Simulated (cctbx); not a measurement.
# Which space group?

Cell: a = 5.9300 Å, b = 5.9300 Å, c = 14.5770 Å, α = 90.00°, β = 90.00°, γ = 120.00°. Expected content of the cell: Ba4 Sr2 Ga4 Al6.

The data are simulated with cctbx, not measured: synchrotron X-rays, λ = 0.6889 Å, to d = 0.8 Å, 50 % of the full sphere, strongest reflection 5000 counts, noise from counting, a 3 % proportional error and a noise floor of 15 counts (s.d.); no absorption.

A first pass over the reflections prints:

```text
1875 reflections to d = 0.802 A
centring   violations  <I/sigma> of those
    A        434 of   925      6.1
    B        438 of   946      6.0
    C        424 of   939      6.1
    I        449 of   939      6.2
    R        636 of  1254      6.3
    F        648 of  1405      6.1
Laue class    unique    Rint  (classes that these axes allow; Friedel mates merged)
P -1             1390   0.055
P 1 1 2/m         894   0.064
P -3              613   0.067
P -3 1 m          364   0.072
P -3 m 1          404   0.071
P 6/m             333   0.072
P 6/m m m         241   0.074
space group    extra absences  I>4sigma  <I/sigma>
P 6 2 2                 0          0         -  acentric
P 63 2 2               12          0       0.1  acentric
P 6 m m                 0          0         -  acentric
P 63 m c              156          0       0.1  acentric
P -6 m 2                0          0         -  acentric
P -6 2 m                0          0         -  acentric
P -6 2 c              156          0       0.1  acentric
P 6/m m m               0          0         -  centric
P 63/m m c            156          0       0.1  centric
Wilson B = 0.84 A^2   <|E^2-1|> = 0.895 (0.968 centric, 0.736 acentric)   E^2>4: 0.9 %
shell (A)         n   <I/sigma>
14.58 - 1.60     44     19.6
 1.60 - 1.27     31     17.7
 1.27 - 1.11     28     15.5
 1.11 - 1.01     27     14.8
 1.01 - 0.94     30     16.9
 0.94 - 0.88     25     10.4
 0.88 - 0.84     29     11.5
 0.84 - 0.80     27     15.5
```

**Question.** What are the lattice type, the Laue class and the likely space group?

Every centring test has many violations, so the lattice is primitive.

Rint stays low (0.055 to 0.074) up to P 6/m m m, the highest class in these axes.

9 settings pass the absence test. The most absences obeyed, 156, belong to P 63 m c, P -6 2 c and P 63/m m c, which absences can't tell apart.

⟨|E²−1|⟩ = 0.895 leans to a centrosymmetric structure. The Wilson B of 0.84 Å² means U ≈ 0.0106 Å².

The true group is P6_3/mmc (no. 194), Laue class 6/mmm, centrosymmetric. The tables only narrow the choice to the tied entries; cell content, site symmetry and trial solutions must settle it.

This is a model crystal, built by substitution and not relaxed, with assumed displacement parameters.

[Logs are printed without paths, hosts, clocks, repeated set-up lines and the standing remarks that a program may print on its own settings, such as how far it seeks lower states.]
